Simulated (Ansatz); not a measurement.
# ρ(T) of SrAsPt (P6_3/mmc) in two numbers

Can the computed ρ(T) of SrAsPt (P6_3/mmc) be held by the Bloch–Grüneisen form, and does the fit predict a row it has not seen?

The resistivities were computed with Ansatz 0.2.0 (DFT PBEsol, scalar-relativistic, plane waves, PAW) from the linearised Boltzmann equation with harmonic phonons, on q 3×3×2, k 9×9×4, scattering 18×18×8; the fit below is done by hand on them.

### 1. Computed resistivities

The structure is hexagonal, space group P6_3/mmc (No. 194). The conventional cell has a = 4.239 Å, b = 4.239 Å, c = 8.912 Å, α = 90.00°, β = 90.00°, γ = 120.00°. Sr on site a has 6 Pt at 3.31 Å and 6 As at 3.31 Å as nearest neighbours. As on site d is surrounded by 3 Pt at 2.45 Å and 6 Sr at 3.31 Å. Pt on site c is surrounded by 3 As at 2.45 Å and 6 Sr at 3.31 Å.

This is the relaxed cell of the run, from steps not shown here.

The mean resistivity of the three axes from 50 to 800 K, with one row held back; the colder rows stay outside the fit and test it at the end:

```
T (K)  ρ (μΩ cm)
   50      16.29
   80      34.00
  100      45.39
  150          ?
  200      98.84
  273      136.0
  300      149.6
  400      199.2
  500      248.6
  600      298.2
  800      398.5
```

No spin–orbit coupling, which matters for Pt.

### 2. Model and fit

Bloch and Grüneisen's form is ρ(T) = A (T/Θ)⁵ J₅(Θ/T), with J₅(z) the integral of x⁵/((eˣ − 1)(1 − e⁻ˣ)) from 0 to z. It goes as T⁵ far below Θ and as A T/(4Θ) far above. For a trial Θ the best A is the geometric mean of ρ/[(T/Θ)⁵ J₅] over the rows, and the scatter of that ratio measures the fit:

```
Θ (K)  A (μΩ cm)  scatter (%)
   86      164.7          8.1
  116      227.3          4.4
  130      258.0          2.4
  144      289.8          0.7
  158      322.9          2.5
  180      377.5          6.5
  216      475.2         13.9
```

The scatter is least at Θ = 144 K, with A = 289.8 μΩ cm (0.7 % r.m.s.).

```
T (K)  computed    fit
   50     16.29  16.41
   80     34.00  33.81
  100     45.39  44.95
  200     98.84  97.80
  273     136.0  135.3
  300     149.6  149.0
  400     199.2  199.8
  500     248.6  250.4
  600     298.2  301.0
  800     398.5  401.8
```

### 3. Prediction and check

At T = 150 K, Θ/T = 0.960, J₅ = 0.2018 and (T/Θ)⁵ = 1.226, so the fit gives 71.74 μΩ cm. The computed value is 72.66 μΩ cm: the fit is off by -1.26 %. Outside its range, at 20 K, it gives 1.37 against 1.17 μΩ cm computed, 1.16 times that; at that temperature the run's own test moves by 4 % between meshes in the component that moves most. Among the rows used, the largest miss is -1.1 %, at 200 K.

### 4. What the two numbers mean

Θ = 144 K is 1.35 times ħω_log/k_B (107 K) and 0.42 of the highest phonon frequency (339 K). The high-temperature slope of the fit, A/(4Θ), is 0.503 μΩ cm/K. The same slope from the run's transport coupling and plasma energy, 2π k_B λ_tr/(ħ ε₀ ω_p²) with λ_tr = 1.09, 1.09, 0.876 (xx, yy, zz) and ħω_p = 5.66, 5.66, 1.59 (xx, yy, zz) eV, is 0.555 μΩ cm/K in the mean of the axes, +10.2 % from it. For comparison, the computed rows rise by 0.502 μΩ cm/K between the two hottest.

### 5. Results

```json
{
 "Θ": "144 K",
 "A": "289.8 μΩ cm",
 "scatter of the fit": "0.7 %",
 "held-back row at 150 K, fit against computed": "71.74 against 72.66 μΩ cm"
}
```

**Reading.** Two numbers, Θ = 144 K and A = 290 μΩ cm, hold the computed ρ(T) from 50 to 800 K within 0.75 % r.m.s. and predict the held-back row within 1.26 %. At 20 K, outside the rows fitted, it gives 1.16 times the computed value. The mean hides an anisotropy: at 300 K the components are 36.9, 36.9, 375 (xx, yy, zz) μΩ cm. Spin–orbit coupling is left out. The relaxed volume lies -2.5 % from the database entry, whose temperature is not recorded here; volume shifts the phonons and ρ. The fit describes the calculation: impurities, thermal expansion, changes of phase and anharmonicity are in neither.

[Logs are printed without paths, hosts, clocks, repeated set-up lines and the standing remarks that a program may print on its own settings, such as how far it seeks lower states.]

[Hosts, paths, dates, database ids (printed as entryN), source tags and the programs' standing remarks are cut or masked in the printed files.]
